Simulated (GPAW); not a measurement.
## Optical response of BP

Wanted: where BP starts to absorb, how strongly, and its refractive index.

Method: DFT, PBE, plane-wave PAW (GPAW data sets), scalar-relativistic, RPA, optical limit, in GPAW 26.7.0.

## (1) Set-up

It takes space group F-43m (No. 216, cubic). The conventional cell has a = 4.538 Å, b = 4.538 Å, c = 4.538 Å, α = 90.00°, β = 90.00°, γ = 90.00°. Nearest to P lie 4 B at 1.97 Å. Nearest to B lie 4 P at 1.97 Å. Farther neighbours are not listed.

Coordinates:

```cif
data_structure
_symmetry_space_group_name_H-M 'P 1'
_symmetry_Int_Tables_number 1
_cell_length_a 3.2089
_cell_length_b 3.2089
_cell_length_c 3.2089
_cell_angle_alpha 60.000
_cell_angle_beta 60.000
_cell_angle_gamma 60.000
_cell_volume 23.36
loop_
_atom_site_label
_atom_site_type_symbol
_atom_site_fract_x
_atom_site_fract_y
_atom_site_fract_z
_atom_site_occupancy
P1 P 0.75000 0.75000 0.75000 1
B2 B 0.00000 0.00000 0.00000 1
```

## (2) Ground state

First the ground state: is it a metal or has it a gap?

This step: DFT, PBE, plane-wave PAW (GPAW data sets), scalar-relativistic, ground state (GPAW 26.7.0).

Input file gs.py:

```python
from ase import Atoms
from ase.dft.bandgap import bandgap
from gpaw import GPAW, PW, FermiDirac

atoms = Atoms(['P', 'B'],
              cell=[[0.00000000, 2.26900000, 2.26900000],
                    [2.26900000, 0.00000000, 2.26900000],
                    [2.26900000, 2.26900000, 0.00000000]],
              scaled_positions=[[0.75000000, 0.75000000, 0.75000000],
                                [0.00000000, 0.00000000, 0.00000000]],
              pbc=[True, True, True])
atoms.calc = GPAW(mode=PW(450), xc='PBE', kpts={'size': (8, 8, 8), 'gamma': True},
                  occupations=FermiDirac(0.05), maxiter=150, txt='gs.txt')
print('energy (eV)', atoms.get_potential_energy())
print('Fermi level (eV)', atoms.calc.get_fermi_level())
print('valence electrons', atoms.calc.get_number_of_electrons())
print('gap (eV)', bandgap(atoms.calc, output=None)[0])
print('direct gap (eV)', bandgap(atoms.calc, direct=True, output=None)[0])
atoms.calc.write('gs.gpw')
```

Launch:

```console
OMP_NUM_THREADS=1 python gs.py
```

Numbers of over 12 decimals in the logs are rounded to 6 here.

Log:

```text
__  _  _
 | _ |_)|_||  |
 |__||  | ||/\| - 26.7.0

Versions:
  Python: 3.12.14
  ASE:    3.29.0
  Numpy:  2.5.5
  Scipy:  1.18.1
  Libxc:  7.0.0

Input parameters:
  mode=PW(ecut=450.000000),
  kpts=MonkhorstPack(size=(8, 8, 8), gamma=True),
  maxiter=150,
  occupations=Occupations(name='fermi-dirac', width=0.05, fixmagmom=False),
  xc=XC(name='PBE')

Diagonalizing LCAO Hamiltonian
Converting LCAO to pw mode

                  P

       B

Atoms  # Å, Bohr magnetons
|   | symbol |        x |        y |        z |    initial magnetic moments |
| 0 |      P | 3.403500 | 3.403500 | 3.403500 | ( 0.0000,  0.0000,  0.0000) |
| 1 |      B | 0.000000 | 0.000000 | 0.000000 | ( 0.0000,  0.0000,  0.0000) |

Unit cell  # Å
| periodic |        x |        y |        z |  lengths |    angles |
|      yes | 0.000000 | 2.269000 | 2.269000 | 3.208851 | 60.000000 |
|      yes | 2.269000 | 0.000000 | 2.269000 | 3.208851 | 60.000000 |
|      yes | 2.269000 | 2.269000 | 0.000000 | 3.208851 | 60.000000 |

Number of symmetries: 24
Symmetry operations  # r_c * U_cc + t_c -> r_c
|    | kind |            matrix            |
|  0 |  E   |  1, 0, 0,  0, 1, 0,  0, 0, 1 |
|  1 |  σ   |  1, 0, 0,  0, 0, 1,  0, 1, 0 |
|  2 |  σ   |  1, 0,-1,  0, 1,-1,  0, 0,-1 |
|  3 |  C3  |  1, 0,-1,  0, 0,-1,  0, 1,-1 |
|  4 |  C3  |  1,-1, 0,  0,-1, 1,  0,-1, 0 |
|  5 |  σ   |  1,-1, 0,  0,-1, 0,  0,-1, 1 |
|  6 |  σ   |  0, 1, 0,  1, 0, 0,  0, 0, 1 |
|  7 |  C3  |  0, 1, 0,  0, 0, 1,  1, 0, 0 |
|  8 |  C2  |  0, 1,-1,  1, 0,-1,  0, 0,-1 |
|  9 |  S4  |  0, 1,-1,  0, 0,-1,  1, 0,-1 |
| 10 |  C3  |  0, 0, 1,  1, 0, 0,  0, 1, 0 |
| 11 |  σ   |  0, 0, 1,  0, 1, 0,  1, 0, 0 |
| 12 |  S4  |  0, 0,-1,  1, 0,-1,  0, 1,-1 |
| 13 |  C3  |  0, 0,-1,  0, 1,-1,  1, 0,-1 |
| 14 |  S4  |  0,-1, 1,  1,-1, 0,  0,-1, 0 |
| 15 |  C2  |  0,-1, 1,  0,-1, 0,  1,-1, 0 |
| 16 |  C3  |  0,-1, 0,  1,-1, 0,  0,-1, 1 |
| 17 |  S4  |  0,-1, 0,  0,-1, 1,  1,-1, 0 |
| 18 |  S4  | -1, 1, 0, -1, 0, 1, -1, 0, 0 |
| 19 |  C3  | -1, 1, 0, -1, 0, 0, -1, 0, 1 |
| 20 |  C3  | -1, 0, 1, -1, 1, 0, -1, 0, 0 |
| 21 |  S4  | -1, 0, 1, -1, 0, 0, -1, 1, 0 |
| 22 |  σ   | -1, 0, 0, -1, 1, 0, -1, 0, 1 |
| 23 |  C2  | -1, 0, 0, -1, 0, 1, -1, 1, 0 |

BZ-sampling:
  Number of BZ points: 512
  Number of IBZ points: 29

  Monkhorst-Pack size: [8, 8, 8]
  Monkhorst-Pack shift: [0.0625, 0.0625, 0.0625]

K-points  # in reciprocal-cell coordinates
|     |                                coordinates |     weight |
|   0 | (  0.00000000,   0.00000000,   0.00000000) | 0.00195312 |
|   1 | (  0.12500000,   0.12500000,   0.00000000) | 0.01171875 |
|   2 | (  0.12500000,   0.12500000,   0.12500000) | 0.01562500 |
|   3 | (  0.25000000,   0.12500000,   0.12500000) | 0.02343750 |
|   4 | (  0.25000000,   0.25000000,   0.00000000) | 0.01171875 |
|   5 | (  0.25000000,   0.25000000,   0.12500000) | 0.04687500 |
|   6 | (  0.25000000,   0.25000000,   0.25000000) | 0.01562500 |
|   7 | (  0.37500000,   0.25000000,  -0.37500000) | 0.04687500 |
|   8 | (  0.37500000,   0.25000000,   0.12500000) | 0.04687500 |
|   9 | (  0.37500000,   0.25000000,   0.25000000) | 0.04687500 |
| ... |                                            |            |
|  28 | (  0.50000000,   0.50000000,   0.50000000) | 0.00781250 |

Plane wave coefficients: 531
Cutoff: 450.000000 eV

Spin-components: 1 (collinear spins)
Bands:           8
Projectors:      10
Spin-degeneracy: 2
Datatype:        complex128

Parallelization:
  kpt:    1
  domain: 1
  band:   1

Density:
  Valence electrons: 8.0
  Components: 1
  Grid points: [16 16 16]
  Charge: 0.0  # |e|

Potential:
  Grid points: [16 16 16]

species:
  P:
    name:    Phosphorus
    id:
    Z:       15.0
    valence: 5
    core:    10
    charge:  0.0  # [|e|]
    compensation charges:
      type: gauss
      rc: 0.30  # [Å]
      lmax: 2
    cutoffs:
      filter: 1.69  # [Å]
      core: 1.81  # [Å]
    projectors
    | kind |    occ | energy [eV] | rcut [Å] |
    |   3s |  2.000 |     -13.968 |    0.953 |
    |   3p |  3.000 |      -5.506 |    0.953 |
    |    s |        |      13.244 |    0.953 |
    |    p |        |      21.705 |    0.953 |
    |    d |        |       0.000 |    0.953 |

    Using partial waves for P as LCAO basis

  B:
    name:    Boron
    id:
    Z:       5.0
    valence: 3
    core:    2
    charge:  0.0  # [|e|]
    compensation charges:
      type: gauss
      rc: 0.20  # [Å]
      lmax: 2
    cutoffs:
      filter: 1.14  # [Å]
      core: 1.38  # [Å]
    projectors
    | kind |    occ | energy [eV] | rcut [Å] |
    |   2s |  2.000 |      -9.443 |    0.635 |
    |   2p |  1.000 |      -3.606 |    0.635 |
    |    s |        |      17.768 |    0.635 |
    |    p |        |      23.605 |    0.635 |
    |    d |        |       0.000 |    0.635 |

    Using partial waves for B as LCAO basis

Reference energy: -9972.403226  # eV

eigensolver:
  PPCG
  Converge bands: occupied
  niter=2

density mixing:
  MSR1-Mixer
  Pratt-step length: 0.05
  Maximum mixing coefficient: 0.75
  Old densities: 10
  SVD Regularization: 0.005
  Good broyden scale: 1.0
  Trust region scale: 1.0
  Backstep threshold: 4.0
  History deletion threshold: 6.0
  Fourier metric: weight=20.0, sigma=0.015

occupation numbers:
  Fermi-Dirac:
    width: 0.0500  # eV

poisson solver:
  ecut: 3600.000000  # eV

xc functional:
  name: PBE with 2 nearest neighbor stencil

convergence criteria:
- Maximum [total energy] change in last 3 cyles: 0.0005 eV / valence electron
- Maximum integral of absolute [dens]ity change: 0.0001 electrons / valence electron
- Maximum integral of absolute [eigenst]ate change: 4e-08 eV^2 / valence electron
maximum number of iterations: 150

SCF iterations
|iter     |      energy | eigst |  dens |
|iter:   1||  -13.485629 | +0.12 |       |
|iter:   2||  -13.375414 | -2.02 | -0.71 |
|iter:   3||  -12.880916 | -1.28 | -0.74 |
|iter:   4||  -12.875394 | -2.88 | -1.43 |
|iter:   5||  -12.875500 | -3.87 | -1.93 |
|iter:   6||  -12.875525c| -5.35 | -2.62 |
|iter:   7||  -12.875526c| -6.94 | -3.72 |
|iter:   8||  -12.875526c| -8.34c| -4.29c|

Converged in 8 steps
SCF loop duration: 1.636 s (0.205 s/step)
Energy contributions relative to reference atoms: (reference = -9972.403226)

Energy contributions:
  Kinetic:          13.581437
  Coulomb:         -11.823857
  Zero:             -0.030159
  External:          0.000000
  Xc:              -14.602947
  Entropy:          -0.000000
  Spinorbit:         0.000000
  ----------------------------
  Free energy:     -12.875526
  Extrapolated:    -12.875526

dipole moment: (-3.336187, -3.336187, -3.336187)  # |e|*Ang

Fermi level: 8.829
Eigenvalues  # (at kpt = [0.000, 0.000, 0.000])
| band index |      eig [eV] | occ [0-2] |
|          0 |        -7.248 |     2.000 |
|          1 |         8.211 |     2.000 |
|          2 |         8.211 |     2.000 |
|          3 |         8.211 |     2.000 |
|          4 |        11.617 |     0.000 |
|          5 |        11.617 |     0.000 |
|          6 |        11.617 |     0.000 |
|          7 |        15.607 |     0.000 |

Gap: 1.276 eV
Transition (v -> c):
  (s=0, k=0, n=3, [0.00, 0.00, 0.00]) -> (s=0, k=12, n=4, [0.38, 0.38, 0.00])
Direct/indirect transitions are different
Direct gap: 3.405 eV
Transition at: (s=0, k=0, n=3, [0.00, 0.00, 0.00])

--- standard output ---
energy (eV) -12.875526
Fermi level (eV) 8.828546
valence electrons 8.0
gap (eV) 1.275604
direct gap (eV) 3.405372
```

Elapsed: 2.8 s, on 1 thread of Arm Neoverse V2, shared host; peak memory 0.12 GiB.

Read-outs, printed or worked out from the files:

- energy: -12.88 eV
- Fermi energy: 8.829 eV
- gap on the k-mesh: 1.276 eV
- direct gap on the mesh: 3.405 eV
- electrons: 8

There is a gap, 1.28 eV on this mesh (points off the mesh can give less), so no carriers' term is needed.

## (3) Bands for the response

The response needs many more empty bands than the density does.

This step: DFT, PBE, plane-wave PAW (GPAW data sets), scalar-relativistic, bands at fixed density (GPAW 26.7.0).

Input file nscf.py:

```python
from ase.dft.bandgap import bandgap
from gpaw import GPAW, FermiDirac

calc = GPAW('gs.gpw').fixed_density(kpts={'size': (16, 16, 16), 'gamma': True}, nbands=25, convergence={'bands': 19},
                                    occupations=FermiDirac(0.001), txt='nscf.txt')
print('gap (eV)', bandgap(calc, output=None)[0])
print('direct gap (eV)', bandgap(calc, direct=True, output=None)[0])
print('top band over the Fermi level (eV)', min(calc.get_eigenvalues(kpt=k)[18] for k in range(len(calc.get_ibz_k_points()))) - calc.get_fermi_level())
calc.write('full.gpw', mode='all')
```

Launch:

```console
OMP_NUM_THREADS=1 python nscf.py
```

Log:

```text
Diagonalizing LCAO Hamiltonian
Converting LCAO to pw mode
convergence criteria:
- Maximum integral of absolute [eigenst]ate change: 4e-08 eV^2 / valence electron
maximum number of iterations: 150

SCF iterations
|iter     |      energy | eigst |  dens |
|iter:   1||             | +3.10 |       |
|iter:   2||             | +1.33 |       |
|iter:   3||             | -0.94 |       |
|iter:   4||             | -2.59 |       |
|iter:   5||             | -4.47 |       |
|iter:   6||             | -5.98 |       |
|iter:   7||             | -7.26 |       |
|iter:   8||             | -8.22c|       |
SCF steps: 8
  __  _  _
 | _ |_)|_||  |
 |__||  | ||/\| - 26.7.0

Versions:
  Python: 3.12.14
  ASE:    3.29.0
  Numpy:  2.5.5
  Scipy:  1.18.1
  Libxc:  7.0.0

Input parameters:
  mode=PW(ecut=450.000000),
  convergence={'bands': 19},
  gpts=array([16, 16, 16]),
  kpts=MonkhorstPack(size=(16, 16, 16), gamma=True),
  maxiter=150,
  nbands=25,
  occupations=Occupations(name='fermi-dirac', width=0.001, fixmagmom=False),
  parallel={},
  xc=XC(name='PBE')

--- standard output ---
gap (eV) 1.253291
direct gap (eV) 3.405372
top band over the Fermi level (eV) 28.834340
```

Run time: 20 s. Hardware: 1 thread; peak memory 0.17 GiB.

This step gave:

```
gap on the k-mesh : 1.253 eV
```

## (4) Dielectric function, RPA

Transitions between filled and empty bands, summed over the zone, give the optical response, so mesh, band count and broadening shape it.

The induced potential is part of this response.

This step: DFT, PBE, plane-wave PAW (GPAW data sets), scalar-relativistic, RPA, optical limit (GPAW 26.7.0).

Input file df.py:

```python
from gpaw.response.df import DielectricFunction

df = DielectricFunction('full.gpw', frequencies={'type': 'nonlinear', 'domega0': 0.03, 'omega2': 8},
                        ecut=30,
                        eta=0.1,
                        nbands=19,
                        txt='df.txt')
for direction in ['x']:
    df.get_dielectric_function(xc='RPA', direction=direction, filename=f'df_{direction}.csv')
```

Launch:

```console
OMP_NUM_THREADS=1 python df.py
```

Log:

```text
Using integrator: PointIntegrator
NonLinearFrequencyDescriptor(from 0.000 to 52.646 eV, 472 points)
Nonperiodic BCs:  [False False False]
Using integrator: PointIntegrator
NonLinearFrequencyDescriptor(from 0.000 to 52.646 eV, 472 points)
Nonperiodic BCs:  [False False False]

Calculating chi0 body with:
    Ground state adapter containing:
    Number of spins: 1
    Number of kpoints: 4096
    Number of irreducible kpoints: 145
    Number of completely occupied states: 4
    Number of partially occupied states: 4

    Linear response parametrization:
    q_c: [0.0, 0.0, 0.0]
    Number of frequency points: 472
    Planewave cutoff: 30.0
    Number of bands: 19
    Number of planewaves: 15
    Broadening (eta): 0.1

Integrating chi0 body.

Symmetries of q_c:
    Direct symmetries (Uq -> q): 24
    Indirect symmetries (TUq -> q): 24
In total 48 allowed symmetries.

145 groups of equivalent kpoints. 96.4599609375% reduction.

Integral kind: spectral function

Calculating chi0 optical extensions with:
    Ground state adapter containing:
    Number of spins: 1
    Number of kpoints: 4096
    Number of irreducible kpoints: 145
    Number of completely occupied states: 4
    Number of partially occupied states: 4

    Linear response parametrization:
    Number of frequency points: 472
    Planewave cutoff: 30.0
    Number of bands: 19
    Number of planewaves: 15
    Broadening (eta): 0.1
Integrating chi0 head and wings.

Symmetries of q_c:
    Direct symmetries (Uq -> q): 24
    Indirect symmetries (TUq -> q): 24
In total 48 allowed symmetries.

145 groups of equivalent kpoints. 96.4599609375% reduction.

Integral kind: spectral function wings
```

It took 3.4 s on 1 thread; peak memory 0.2 GiB.

Read-outs, printed or worked out from the files:

* electronic dielectric constant ε∞, mean over x, y and z (by symmetry where fewer were run): 8.935
* main peak of Im epsilon, first axis: 5.802 eV

The Im ε, E ∥ x has structure finer than the step of the table below, so its rows give means over 1 eV, whole bins alone (the curve runs from 0 to 25.0 eV). Peaks (eV: height): 5.8: 32.1, 6.3: 31.5.

Values under the direct gap are tails of Lorentzian lines. The Im ε, E ∥ x by photon energy; means over each step:

| photon energy (eV) | Im ε, E ∥ x |
| --- | --- |
| 1 | 0.0502 |
| 2 | 0.132 |
| 3 | 0.557 |
| 4 | 4.64 |
| 5 | 11.4 |
| 6 | 26.8 |
| 7 | 11.2 |
| 8 | 8.20 |
| 9 | 4.43 |
| 10 | 3.20 |
| 11 | 2.48 |
| 12 | 1.66 |
| 13 | 1.46 |
| 14 | 1.02 |
| 15 | 0.859 |
| 16 | 0.669 |
| 17 | 0.531 |
| 18 | 0.431 |
| 19 | 0.377 |
| 20 | 0.367 |
| 21 | 0.343 |
| 22 | 0.296 |
| 23 | 0.293 |
| 24 | 0.147 |

The Re ε, E ∥ x by photon energy:

photon energy (eV), Re ε, E ∥ x and a bar from the least value:
```
        0        8.9 ####################
        1        9.2 #####################
        2       10.0 ######################
        3       12.2 ########################
        4       15.4 ############################
        5       17.2 ##############################
        6        0.6 ##########
        7       -8.1 
        8       -3.8 #####
        9       -5.3 ###
       10       -2.8 ######
       11       -2.7 ######
       12       -1.9 #######
       13       -2.0 #######
       14       -1.2 ########
       15       -1.1 ########
       16       -0.8 #########
       17       -0.6 #########
       18       -0.4 #########
       19       -0.2 #########
       20       -0.1 ##########
       21       -0.1 ##########
       22        0.1 ##########
       23        0.0 ##########
       24        0.1 ##########
```

The refractive index n and extinction k by photon energy:

| photon energy (eV) | n | k |
| --- | --- | --- |
| 0 | 2.99 | 0 |
| 1 | 3.03 | 0.00812 |
| 2 | 3.16 | 0.0201 |
| 3 | 3.49 | 0.0549 |
| 4 | 3.95 | 0.522 |
| 5 | 4.30 | 1.16 |
| 6 | 3.32 | 3.22 |
| 7 | 1.59 | 3.26 |
| 8 | 1.70 | 2.58 |
| 9 | 0.868 | 2.47 |
| 10 | 0.879 | 1.88 |
| 11 | 0.674 | 1.79 |
| 12 | 0.593 | 1.51 |
| 13 | 0.546 | 1.52 |
| 14 | 0.460 | 1.21 |
| 15 | 0.422 | 1.13 |
| 16 | 0.343 | 0.965 |
| 17 | 0.312 | 0.852 |
| 18 | 0.298 | 0.725 |
| 19 | 0.321 | 0.586 |
| 20 | 0.388 | 0.467 |
| 21 | 0.370 | 0.484 |
| 22 | 0.435 | 0.359 |
| 23 | 0.410 | 0.400 |
| 24 | 0.343 | 0.199 |

The Im ε, E ∥ x has structure finer than the step of the table below, so its rows give means over 1 eV, whole bins alone (the curve runs from 0 to 25.0 eV). Peaks (eV: height): without local fields 5.8: 35.0, 6.3: 33.7; with local fields 5.8: 32.1, 6.3: 31.5.

Values under the direct gap are tails of Lorentzian lines. Table of Im ε, E ∥ x by photon energy; means over each step:

| photon energy (eV) | without local fields | with local fields |
| --- | --- | --- |
| 1 | 0.0543 | 0.0502 |
| 2 | 0.143 | 0.132 |
| 3 | 0.605 | 0.557 |
| 4 | 5.07 | 4.64 |
| 5 | 12.6 | 11.4 |
| 6 | 29.2 | 26.8 |
| 7 | 11.3 | 11.2 |
| 8 | 8.48 | 8.20 |
| 9 | 4.40 | 4.43 |
| 10 | 3.27 | 3.20 |
| 11 | 2.39 | 2.48 |
| 12 | 1.64 | 1.66 |
| 13 | 1.38 | 1.46 |
| 14 | 0.973 | 1.02 |
| 15 | 0.794 | 0.859 |
| 16 | 0.590 | 0.669 |
| 17 | 0.478 | 0.531 |
| 18 | 0.375 | 0.431 |
| 19 | 0.325 | 0.377 |
| 20 | 0.287 | 0.367 |
| 21 | 0.209 | 0.343 |
| 22 | 0.181 | 0.296 |
| 23 | 0.136 | 0.293 |
| 24 | 0.0899 | 0.147 |

The loss function −Im 1/ε at q → 0, E ∥ x has structure finer than the step of the table below, so its rows give means over 1 eV, whole bins alone (the curve runs from 0 to 25.0 eV). Peaks (eV: height): 21.5: 4.03, 23.9: 5.69.

Values under the direct gap are tails of Lorentzian lines. Table of loss function −Im 1/ε at q → 0, E ∥ x by energy loss; means over each step:

energy loss (eV), loss function −Im 1/ε at q → 0, E ∥ x and a bar:
```
        1       0.00 
        2       0.00 
        3       0.00 
        4       0.02 
        5       0.02 
        6       0.03 
        7       0.06 
        8       0.09 #
        9       0.10 #
       10       0.17 #
       11       0.16 #
       12       0.25 ##
       13       0.26 ##
       14       0.38 ##
       15       0.45 ###
       16       0.60 ####
       17       0.81 #####
       18       1.23 ########
       19       1.90 ############
       20       2.54 ################
       21       2.84 ##################
       22       3.27 #####################
       23       3.45 ######################
       24       4.64 ##############################
```

Optical constants at common wavelengths, from n + ik = √ε:

| wavelength (nm) | n | k | R (%) | 1/α |
| --- | --- | --- | --- | --- |
| 1550 | 3.01 | 0.006 | 25.2 | 19 µm |
| 1064 | 3.04 | 0.010 | 25.5 | 8.7 µm |
| 800 | 3.09 | 0.014 | 26.1 | 4.6 µm |
| 633 | 3.16 | 0.019 | 26.9 | 2.6 µm |
| 365 | 3.77 | 0.166 | 33.8 | 175 nm |
| 308 | 3.96 | 0.534 | 36.3 | 46 nm |
| 248 | 4.30 | 1.161 | 41.6 | 17 nm |

Below the direct gap, k and the depth come from the tails of the Lorentzian lines, not from transitions.

Rows near the edge hang on the gap, which this functional as a rule makes too small, and phonon-assisted absorption is left out.

## (5) What came out

| Quantity | Value |
| --- | --- |
| electronic dielectric constant ε∞, mean over x, y and z (by symmetry where fewer were run) (RPA) | 8.94 |
| main peak of Im epsilon, first axis | 5.80 eV |

In words: At this level (PBE, RPA) BP has ε∞ = 8.94 and n = 3.01 at 1550 nm, and Im ε peaks at 5.8 eV. On the mesh the gap is 1.25 eV and the least direct gap 3.41 eV, so on this mesh the band edges lie at different points. Local fields change the static value along x from 9.42 to 8.94 (-5 %). Distinct maxima of Im ε, read by a parabola through the highest points, lie at 5.80 eV (32), 6.33 eV (31) and 8.13 eV (9.4). Excitons and phonon-assisted transitions are missing; PBE gaps are as a rule too small, which pulls the onset down and ε∞ up. The sum runs over mesh points, so small or evenly spaced maxima can still be ripples of the mesh. Besides steps told in other documents, this task had 1 run with a known fault of program or setting; those not told in a step above aren't shown.

[Machine, clock and banner lines and Python warnings are left out of the logs.]

[Logs are printed without paths, hosts, clocks, repeated set-up lines and the standing remarks that a program may print on its own settings, such as how far it seeks lower states.]

[Hosts, paths, dates, database ids (printed as entryN), source tags and the programs' standing remarks are cut or masked in the printed files.]
